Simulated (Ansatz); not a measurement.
# Kohn anomalies in VPt (P4/mmm)

Does VPt (P4/mmm) have a Kohn anomaly or a soft branch that a wide smearing hides? The first relaxation steps of the session are not shown, so no cell shown is the starting entry, unless a step says so.

Program: Ansatz 0.2.0. Level of theory: DFT PBEsol, scalar-relativistic, plane waves, PAW. Results are calculated unless marked as measured.

### 1. The cell after earlier relaxation steps

The structure is tetragonal, space group P4/mmm (No. 123). The conventional cell has a = 2.671 Å, b = 2.671 Å, c = 3.861 Å, α = 90.00°, β = 90.00°, γ = 90.00°. Nearest to V lie 4 V at 2.67 Å and 8 Pt at 2.70 Å. Pt has 4 Pt at 2.67 Å and 8 V at 2.70 Å nearest. Farther neighbours are not listed.

### 2. Relaxing tightly for phonons

Residual forces and stress shift phonon frequencies, so the cell is relaxed again, with tight thresholds and the mesh and smearing of this input. Earlier relaxation steps are not shown.

The input, input.yaml:

```yaml
crystal:
  lattice:
    - [2.6709225696, 0.0, 0.0]
    - [0.0, 2.6709225696, 0.0]
    - [0.0, 0.0, 3.8607668559]
  atoms:
    - { symbol: V, position: [0.5, 0.5, 0.5] }
    - { symbol: Pt, position: [0.0, 0.0, 0.0] }
kpoints:
  mp_grid: { grid: [12, 12, 8] }
hamiltonian:
  xc: pbesol
scf:
  occupations: { method: methfessel_paxton, width: 0.2 }
output:
  forces: true
  stress: true
  eigenvalues: true
relax:
  adjacent_minimum: "off"
  f_tol: 0.001
  max_steps: 60
  cell: { stress_tol: 0.01 }
```

Launch:

```sh
$ ansatz run input.yaml --threads 4 --pin off --max-ram 8192MiB --backend cpu --events-out ev --progress --plain --runs-dir out
```

Numbers of over 12 decimals in the logs are rounded to 6 here.

What it wrote:

```text
[the first part of the log is left out]
  E_xc         = -391.660083
  E_vxc        = -469.691542  (∫ρ·V_xc dr)
  E_paw        = -10401.787989  (= ΣΔE_a)
  E_vpaw       = -487.449711  (= ΣTr[D̂ρ^β])
  E_aug_tail   = 0.000415  (compensation charges beyond the density's cutoff)
  E_ewald      = -4221.203289
  E_core_change = 0.436660  (= ΣΔE_core)
  E_smearing   = 0.001057  (= −TS)
  E_closure    = -0.000000  (closes the sum)
  Σ components = -15270.277546   (vs F -15270.277546, Δ=0.00e0)
--- Forces (eV/Å), atoms counted from 1 ---
  atom   1  V      0.00000000     0.00000000     0.00000000
  atom   2  Pt     0.00000000     0.00000000     0.00000000
  max |Σ_I F_I| component: 0.00e0 eV/Å
--- Stress (GPa, compression-positive) ---
        0.000245       0.000000       0.000000
        0.000000       0.000245       0.000000
        0.000000       0.000000      -0.000514
  P = ⅓ Tr σ = -0.0000 GPa (-0.000 kbar)
--- Band table (eV; the first three rows and the last of 140) ---
  k-point 0: bands = ["-77.8751", "-42.7007", "-32.0219", "-31.8729", "-31.8729", "-16.7875", "-16.3116", "-16.3116", "11.7372", "14.6517", "14.8296", "18.4148", "18.4148", "20.1885", "20.2379", "21.5840", "23.3844", "23.7222", "23.7222", "23.7986"]
  k-point 1: bands = ["-77.8750", "-42.7010", "-32.0212", "-31.8729", "-31.8729", "-16.7921", "-16.3120", "-16.3120", "11.9048", "14.6868", "14.9436", "18.4782", "18.4782", "20.1499", "20.2038", "21.3336", "22.7525", "23.5216", "23.5216", "23.7736"]
  k-point 2: bands = ["-77.8750", "-42.7016", "-32.0197", "-31.8727", "-31.8727", "-16.8033", "-16.3130", "-16.3130", "12.3514", "14.7752", "15.2825", "18.6464", "18.6464", "19.9370", "20.2414", "20.3092", "21.8489", "23.0494", "23.0494", "23.7125"]
  k-point 139: bands = ["-77.8369", "-42.5771", "-32.2077", "-32.2077", "-31.9485", "-16.7386", "-16.7386", "-16.7020", "14.7194", "16.2744", "16.2744", "18.5362", "18.9604", "19.6576", "19.6576", "21.8546", "22.3853", "24.6327", "29.4833", "29.4833"]
--- Relaxed structure (3 steps of the walk, 3 accepted, 1 SCFs on fresh bases) ---
  F+E_penalty+E_count = -15270.27754617 eV   max|allowed force component| = 0.000e0 eV/Å   (the final SCF, on the basis selected at the relaxed cell)
  cell:  # Å, volume = 27.5375 Å³
    - [2.670633, 0, 0.0]
    - [0, 2.670633, 0.0]
    - [0.0, 0.0, 3.860962]
  atoms:
    - { symbol: V, position: [0.5, 0.5, 0.500000] }
    - { symbol: Pt, position: [0, 0, 0.0] }
```

It took 7 s on 4 threads of Arm Neoverse N1, shared host; peak memory 0.4 GiB.

This run has no spin polarisation, although V can carry a moment.

Little changed from the start: no atom moved by 0.005 Å and no cell edge by 0.1 %.

This step gave:

```yaml
pressure: -8.13e-6 GPa
volume_per_atom: 13.77 Å³
metallic_on_mesh: yes
gap_on_the_k_mesh: 0 eV
```

The largest force is now zero by symmetry and the largest stress component 5.1e-4 GPa, small enough for phonons.

### 3. Phonons along a line: Fermi–Dirac smearing of 0.1 eV

The smearing blurs the Fermi surface that screens the phonons; a Fermi–Dirac width is an electronic temperature.

The input, input.yaml:

```yaml
crystal:
  lattice:
    - [2.6706330543, 0.0, 0.0]
    - [0.0, 2.6706330543, 0.0]
    - [0.0, 0.0, 3.860962227]
  atoms:
    - { symbol: V, position: [0.5, 0.5, 0.5] }
    - { symbol: Pt, position: [0.0, 0.0, 0.0] }
kpoints:
  mp_grid: { grid: [20, 20, 12] }
hamiltonian:
  xc: pbesol
scf:
  occupations: { method: fermi_dirac, width: 0.1 }
output:
  eigenvalues: true
phonons:
  method: dfpt
  qpoints: [[0, 0, 0], [0.0, 0.25, 0.0], [0.0, 0.5, 0.0]]
```

What it wrote:

```text
[...]
Crystal: 2 atoms, lattice volume = 27.537 Å³
Basis set: ecut = 420 eV, 529 PW (Γ), exchange–correlation on 36×36×54 points (8 copies of the dense FFT grid, shifted against one another)
Bands: 20, of which v1, the nominal top of the filled ones, is band 16 counted from 1 (15 counted from 0)
Symmetry: 16 space group operations
k-points: 462 of 4800
[...]
SCF iter   1: F=—  HF=-15270.303650 eV  |F-HF|=—  |Δ(HF+E_count)|=         —  Δρ=1.27e-2  dr2=4.32e-2  ethr=1.77e-3  ⟨swp⟩=4.3  Hψ=34772  notcnv=0
[...]
SCF iter   8: F=-15270.297599 eV  HF=-15270.297599 eV  |F-HF|=3.64e-12  |Δ(HF+E_count)|=  1.02e-10  Δρ=2.23e-7  dr2=6.30e-12  ethr=1.00e-12  ⟨swp⟩=4.0  Hψ=43151  notcnv=0
SCF 1 converged in 8 iterations: F = -15270.297599 eV  dr2 = 6.30e-12
[...]
NSCF: frozen V_eff on 462 k-points
[...]
DFPT response loops at q = (0, 0, 0) (fractional): preconditioner auto → Kerker (q_TF=auto, 2.783 Å⁻¹) (partly filled bands, converged f_vac=0.000); β = 1.00, the filter's whole step (`scf.mixing.beta` (0.50) is not read by the response loops under this deck's `scf.mixing.preconditioner`; to damp them name `kerker` or `kerker_dos`, under which they read `scf.mixing.beta`, and type it under 1.00, their step now; both keys bind the ground state too); Broyden in place of MSR1
[...]
SCF converged after 8 iterations
Free energy (F): -15270.297599 eV
[...]
Internal energy: -15270.248634 eV  (E = F + TS)
E sigma→0 (E₀):  -15270.273116 eV
Entropy (-TS):   -0.048964 eV (-24.482 meV/atom)
Fermi energy:    21.466762 eV
[...]
--- Band table (eV; the first three rows and the last of 462) ---
  k-point 0: bands = [... 12 lower, 18.4210, 20.1962, 20.2302, 21.5846, 23.3860, 23.7222, 23.7222, 23.7920]
  k-point 1: bands = [... 12 lower, 18.4497, 20.1899, 20.2032, 21.4799, 23.0761, 23.6299, 23.6299, 23.7805]
  k-point 2: bands = [... 12 lower, 18.5315, 20.0797, 20.2225, 21.0997, 22.4059, 23.3817, 23.3817, 23.7490]
  k-point 461: bands = [... 12 lower, 18.9671, 19.6570, 19.6570, 21.8653, 22.3853, 24.6239, 29.4871, 29.4871]
--- Phonons (Γ-DFPT): 4 representative perturbations + reference (Σ response iterations 12) ---
  ASR residual: 7.575e-4 → 0.000e0 eV/Å²; symmetrization residual: 8.128e-6 eV/Å²
  ASR residual per site (eV/Å²): 7.57e-4 4.57e-4
  Γ frequencies (cm⁻¹): 0.00 0.00 0.00 175.75 175.75 229.53
  non-analytic LO–TO correction: not included (Born effective charges unavailable; polar crystals: no LO–TO splitting at Γ)
--- Phonons (arbitrary-q DFPT): 3 explicit q-points ---
  q = [0, 0, 0] (of the zone-centre solve; hermiticity 2.08e-6, symmetrization 5.50e-13): -0.00 -0.00 0.00 175.75 175.75 229.53
  q = [0, 0.25, 0] (6 solved perturbations on 1540 of 4800 k-point pairs; hermiticity 5.89e-7, symmetrization 1.91e-14): 67.96 85.25 156.24 182.83 217.20 249.30
[...]
sum rule: each row above includes the acoustic sum rule's correction from the zone centre's row sums; it moved no ω² by more than (2.01 cm⁻¹)²
```

It took 6.1 min on 4 threads; peak memory 2.4 GiB; 24 min of CPU time.

In the SCF lines HF is the Harris–Foulkes energy and dr2 the Hartree energy of the density residual, in eV; the loop may stop once dr2 is under the threshold and the program's other checks hold. Hψ counts applications of the Hamiltonian.

Each wavevector solved by linear response. Frequency against |q| along the line:

```csv
|q| along the line (Å⁻¹),mode 1 (cm⁻¹),mode 2 (cm⁻¹),mode 3 (cm⁻¹),mode 4 (cm⁻¹),mode 5 (cm⁻¹),mode 6 (cm⁻¹)
0.000,0,0,0,176,176,230
0.588,68.0,85.2,156,183,217,249
1.176,101,102,188,211,259,262
```

### 4. Phonons along a line: Fermi–Dirac smearing of 0.25 eV

Each wavevector is solved by itself, so no interpolation smooths a dip of the branch.

input.yaml, as its differences from that of step 3:

```diff
@@ -13,3 +13,3 @@
 scf:
-  occupations: { method: fermi_dirac, width: 0.1 }
+  occupations: { method: fermi_dirac, width: 0.25 }
 output:
```

Wider smearing eases the sum over k-points of a metal but moves the result away from its zero-temperature value.

What it wrote:

```text
band count auto-derived: 21 (N_el = 31.0; filled up to band 16; 20 by the electrons, moments and atoms)
[...]
Crystal: 2 atoms, lattice volume = 27.537 Å³
Basis set: ecut = 420 eV, 529 PW (Γ), exchange–correlation on 36×36×54 points (8 copies of the dense FFT grid, shifted against one another)
Bands: 21, of which v1, the nominal top of the filled ones, is band 16 counted from 1 (15 counted from 0)
[... 1 set-up line as in the run before ...]
k-points: 462 of 4800
[...]
SCF iter   1: F=—  HF=-15270.451514 eV  |F-HF|=—  |Δ(HF+E_count)|=         —  Δρ=1.23e-2  dr2=4.54e-2  ethr=1.77e-3  ⟨swp⟩=4.2  Hψ=35536  notcnv=0
[...]
SCF iter   9: F=-15270.446435 eV  HF=-15270.446435 eV  |F-HF|=0.00e0  |Δ(HF+E_count)|=  3.64e-12  Δρ=6.24e-8  dr2=3.27e-13  ethr=1.00e-12  ⟨swp⟩=5.0  Hψ=38478  notcnv=0
the search or the solves at the SCF's close seem to have found levels that the self-consistency loop had missed (the run counts 2). By its estimate they hold under 1e-12 electrons; where the run keeps them, the occupations were computed again with them
SCF 1 converged in 9 iterations: F = -15270.446435 eV  dr2 = 3.27e-13
[...]
WARN: eigensolver did not converge in 13 slots of this pass, the one above among them; of largest residual over every band (k=83): 1 band(s) unlocked (lowest unlocked band 20, counted from 0; max residual 3.85e-3 eV among the unlocked bands, 3.85e-3 eV over every band); of lowest unlocked band (k=4): band 20
[...]
SCF converged after 9 iterations
Free energy (F): -15270.446435 eV
[...]
Internal energy: -15270.062705 eV  (E = F + TS)
E sigma→0 (E₀):  -15270.254570 eV
Entropy (-TS):   -0.383731 eV (-191.865 meV/atom)
Fermi energy:    21.456894 eV
[...]
--- Band table (eV; the first three rows and the last of 462) ---
  k-point 0: bands = [... 12 lower, 18.4409, 20.2244, 20.2311, 21.6130, 23.3907, 23.7526, 23.7526, 23.7951, ... 1 higher]
  k-point 1: bands = [... 12 lower, 18.4696, 20.1839, 20.2382, 21.5059, 23.0831, 23.6600, 23.6600, 23.7836, ... 1 higher]
  k-point 2: bands = [... 12 lower, 18.5514, 20.0729, 20.2577, 21.1165, 22.4220, 23.4111, 23.4111, 23.7518, ... 1 higher]
  k-point 461: bands = [... 12 lower, 18.9775, 19.6752, 19.6752, 21.9072, 22.4231, 24.6249, 29.5172, 29.5172, ... 1 higher]
[...]
ASR residual: 1.627e-3 → 0.000e0 eV/Å²; symmetrization residual: 7.533e-6 eV/Å²
  ASR residual per site (eV/Å²): 1.63e-3 6.23e-4
  Γ frequencies (cm⁻¹): 0.00 0.00 0.00 175.01 175.01 232.96
[...]
--- Phonons (arbitrary-q DFPT): 3 explicit q-points ---
[...]
```

It took 6.8 min on 4 threads; peak memory 2.5 GiB; 26 min of CPU time.

Each wavevector solved by linear response. The frequency by |q| along the line:

```csv
|q| along the line (Å⁻¹),mode 1 (cm⁻¹),mode 2 (cm⁻¹),mode 3 (cm⁻¹),mode 4 (cm⁻¹),mode 5 (cm⁻¹),mode 6 (cm⁻¹)
0.000,0,0,0,175,175,233
0.588,65.5,84.9,154,180,208,248
1.176,99.4,103,182,208,248,261
```

Against step 3 (now smearing width 0.25 eV), the free energy moves by -74.4 meV an atom.

### 5. Wavevectors along a line: Fermi–Dirac smearing of 0.04 eV

The smearing blurs the Fermi surface that screens the phonons; a Fermi–Dirac width is an electronic temperature.

input.yaml, as its differences from that of step 4:

```diff
@@ -13,3 +13,3 @@
 scf:
-  occupations: { method: fermi_dirac, width: 0.25 }
+  occupations: { method: fermi_dirac, width: 0.04 }
 output:
```

Narrower smearing comes nearer the zero-temperature value but asks more of the mesh.

What it wrote:

```text
[...]
Crystal: 2 atoms, lattice volume = 27.537 Å³
Basis set: ecut = 420 eV, 529 PW (Γ), exchange–correlation on 36×36×54 points (8 copies of the dense FFT grid, shifted against one another)
Bands: 20, of which v1, the nominal top of the filled ones, is band 16 counted from 1 (15 counted from 0)
[... 1 set-up line as in the run before ...]
k-points: 462 of 4800
[...]
SCF iter   1: F=—  HF=-15270.284099 eV  |F-HF|=—  |Δ(HF+E_count)|=         —  Δρ=1.31e-2  dr2=4.45e-2  ethr=1.77e-3  ⟨swp⟩=4.5  Hψ=35549  notcnv=0
[...]
SCF iter   8: F=-15270.277519 eV  HF=-15270.277519 eV  |F-HF|=3.64e-12  |Δ(HF+E_count)|=  2.91e-11  Δρ=1.47e-7  dr2=2.49e-12  ethr=1.00e-12  ⟨swp⟩=4.0  Hψ=42620  notcnv=0
SCF 1 converged in 8 iterations: F = -15270.277519 eV  dr2 = 2.49e-12
[...]
SCF converged after 8 iterations
Free energy (F): -15270.277519 eV
[...]
Internal energy: -15270.269317 eV  (E = F + TS)
E sigma→0 (E₀):  -15270.273418 eV
Entropy (-TS):   -0.008202 eV (-4.101 meV/atom)
Fermi energy:    21.473786 eV
[...]
--- Band table (eV; the first three rows and the last of 462) ---
  k-point 0: bands = [... 12 lower, 18.4186, 20.1909, 20.2318, 21.5797, 23.3853, 23.7171, 23.7171, 23.7924]
  k-point 1: bands = [... 12 lower, 18.4473, 20.1915, 20.1979, 21.4754, 23.0749, 23.6248, 23.6248, 23.7810]
  k-point 2: bands = [... 12 lower, 18.5292, 20.0814, 20.2172, 21.0971, 22.4030, 23.3767, 23.3767, 23.7495]
  k-point 461: bands = [... 12 lower, 18.9670, 19.6537, 19.6537, 21.8592, 22.3781, 24.6245, 29.4820, 29.4820]
[...]
ASR residual: 8.698e-4 → 0.000e0 eV/Å²; symmetrization residual: 6.625e-6 eV/Å²
  ASR residual per site (eV/Å²): 8.70e-4 5.33e-4
  Γ frequencies (cm⁻¹): 0.00 0.00 0.00 175.52 175.52 228.23
[...]
--- Phonons (arbitrary-q DFPT): 3 explicit q-points ---
[...]
```

It took 5.9 min on 4 threads; peak memory 2.4 GiB; 23 min of CPU time.

Each wavevector solved by linear response. Table of frequency by |q| along the line:

```csv
|q| along the line (Å⁻¹),mode 1 (cm⁻¹),mode 2 (cm⁻¹),mode 3 (cm⁻¹),mode 4 (cm⁻¹),mode 5 (cm⁻¹),mode 6 (cm⁻¹)
0.000,0,0,0,176,176,228
0.588,68.1,85.0,157,180,222,248
1.176,101,102,186,212,261,267
```

Against step 3 (now smearing width 0.04 eV), the free energy moves by +10.0 meV an atom.

### 6. Phonons along a line: Methfessel–Paxton smearing of 0.2 eV

The smearing blurs the Fermi surface that screens the phonons; a Methfessel–Paxton width blurs it less than a thermal one.

input.yaml, as its differences from that of step 5:

```diff
@@ -13,3 +13,3 @@
 scf:
-  occupations: { method: fermi_dirac, width: 0.04 }
+  occupations: { method: methfessel_paxton, width: 0.2 }
 output:
```

What it wrote:

```text
[...]
Crystal: 2 atoms, lattice volume = 27.537 Å³
Basis set: ecut = 420 eV, 529 PW (Γ), exchange–correlation on 36×36×54 points (8 copies of the dense FFT grid, shifted against one another)
Bands: 20, of which v1, the nominal top of the filled ones, is band 16 counted from 1 (15 counted from 0)
[... 1 set-up line as in the run before ...]
k-points: 462 of 4800
[...]
SCF iter   1: F=—  HF=-15270.280665 eV  |F-HF|=—  |Δ(HF+E_count)|=         —  Δρ=1.29e-2  dr2=4.21e-2  ethr=1.77e-3  ⟨swp⟩=4.2  Hψ=34089  notcnv=0
[...]
SCF iter   8: F=-15270.274210 eV  HF=-15270.274210 eV  |F-HF|=7.28e-12  |Δ(HF+E_count)|=  3.82e-11  S|Δr|=    0.00e0  Δρ=1.38e-7  dr2=2.09e-12  ethr=1.00e-12  ⟨swp⟩=4.0  Hψ=41528  notcnv=0
SCF 1 converged in 8 iterations: F = -15270.274210 eV  dr2 = 2.09e-12
[...]
SCF converged after 8 iterations
Stability not checked: this state was not tested for a lower state beside it, because cold or Methfessel-Paxton smearing, or corrected tetrahedra, fill the levels in a way that the test cannot read (fill_not_monotonic; see scf.lower_state_search)
Free energy (F): -15270.274210 eV
[...]
Internal energy: -15270.275403 eV  (E = F + TS)
E sigma→0 (E₀):  -15270.274508 eV
Entropy (-TS):   0.001193 eV (0.596 meV/atom)
Fermi energy:    21.472317 eV
[...]
--- Band table (eV; the first three rows and the last of 462) ---
  k-point 0: bands = [... 12 lower, 18.4171, 20.1881, 20.2340, 21.5792, 23.3850, 23.7170, 23.7170, 23.7947]
  k-point 1: bands = [... 12 lower, 18.4457, 20.1937, 20.1951, 21.4750, 23.0746, 23.6247, 23.6247, 23.7833]
  k-point 2: bands = [... 12 lower, 18.5276, 20.0837, 20.2143, 21.0968, 22.4025, 23.3767, 23.3767, 23.7519]
  k-point 461: bands = [... 12 lower, 18.9658, 19.6537, 19.6537, 21.8556, 22.3776, 24.6271, 29.4804, 29.4804]
[...]
ASR residual: 1.243e-4 → 0.000e0 eV/Å²; symmetrization residual: 7.439e-6 eV/Å²
  ASR residual per site (eV/Å²): 3.80e-5 1.24e-4
  Γ frequencies (cm⁻¹): 0.00 0.00 0.00 175.77 175.77 227.67
[...]
--- Phonons (arbitrary-q DFPT): 3 explicit q-points ---
[...]
```

It took 6.1 min on 4 threads; peak memory 2.4 GiB.

Each wavevector solved by linear response. Frequency against |q| along the line:

```csv
|q| along the line (Å⁻¹),mode 1 (cm⁻¹),mode 2 (cm⁻¹),mode 3 (cm⁻¹),mode 4 (cm⁻¹),mode 5 (cm⁻¹),mode 6 (cm⁻¹)
0.000,0,0,0,176,176,228
0.588,68.5,85.1,157,182,225,248
1.176,101,102,187,212,261,269
```

Against step 3 (now occupations Methfessel-Paxton and smearing width 0.2 eV), the free energy moves by +11.7 meV an atom.

### 7. The lowest branch at each setting

Lowest frequency against |q| along the line:

```csv
|q| along the line (Å⁻¹),"fermi dirac 0.1 eV, k 20x20x12 (cm⁻¹)","fermi dirac 0.25 eV, k 20x20x12 (cm⁻¹)","fermi dirac 0.04 eV, k 20x20x12 (cm⁻¹)","methfessel paxton 0.2 eV, k 20x20x12 (cm⁻¹)"
0.000,0,0,0,0
0.588,68.0,65.5,68.1,68.5
1.176,101,99.4,101,101
```

### 8. Outcome

* phonon run of the rows without a label of their own: PBEsol, k 20×20×12
* lowest branch at the last solved point, Fermi–Dirac 0.1 eV: 101 cm⁻¹ at |q| = 1.18 Å⁻¹
* lowest branch at the last solved point, Fermi–Dirac 0.25 eV: 99.4 cm⁻¹ at |q| = 1.18 Å⁻¹
* lowest branch at the last solved point, Fermi–Dirac 0.04 eV: 101 cm⁻¹ at |q| = 1.18 Å⁻¹
* lowest branch at the last solved point, Methfessel–Paxton 0.2 eV: 101 cm⁻¹ at |q| = 1.18 Å⁻¹

In words: No branch softens by more than 4 % of the top frequency as the smearing narrows, so no anomaly that hangs on the smearing shows at these points. The line holds 3 wavevectors, so a narrow dip between them would be missed. Between Fermi–Dirac 0.25 eV and Fermi–Dirac 0.04 eV the largest change, with modes counted by rank of frequency, is in mode 5 at |q| = 0.588 Å⁻¹, from 208 to 222 cm⁻¹. Where branches cross, a count by rank can hide a softening. At the narrowest width the k mesh may not resolve the Fermi surface, so part of the change can be mesh noise. Spin–orbit coupling, left out here, matters for Pt.

[Logs are printed without paths, hosts, clocks, repeated set-up lines and the standing remarks that a program may print on its own settings, such as how far it seeks lower states.]

[Hosts, paths, dates, database ids (printed as entryN), source tags and the programs' standing remarks are cut or masked in the printed files.]
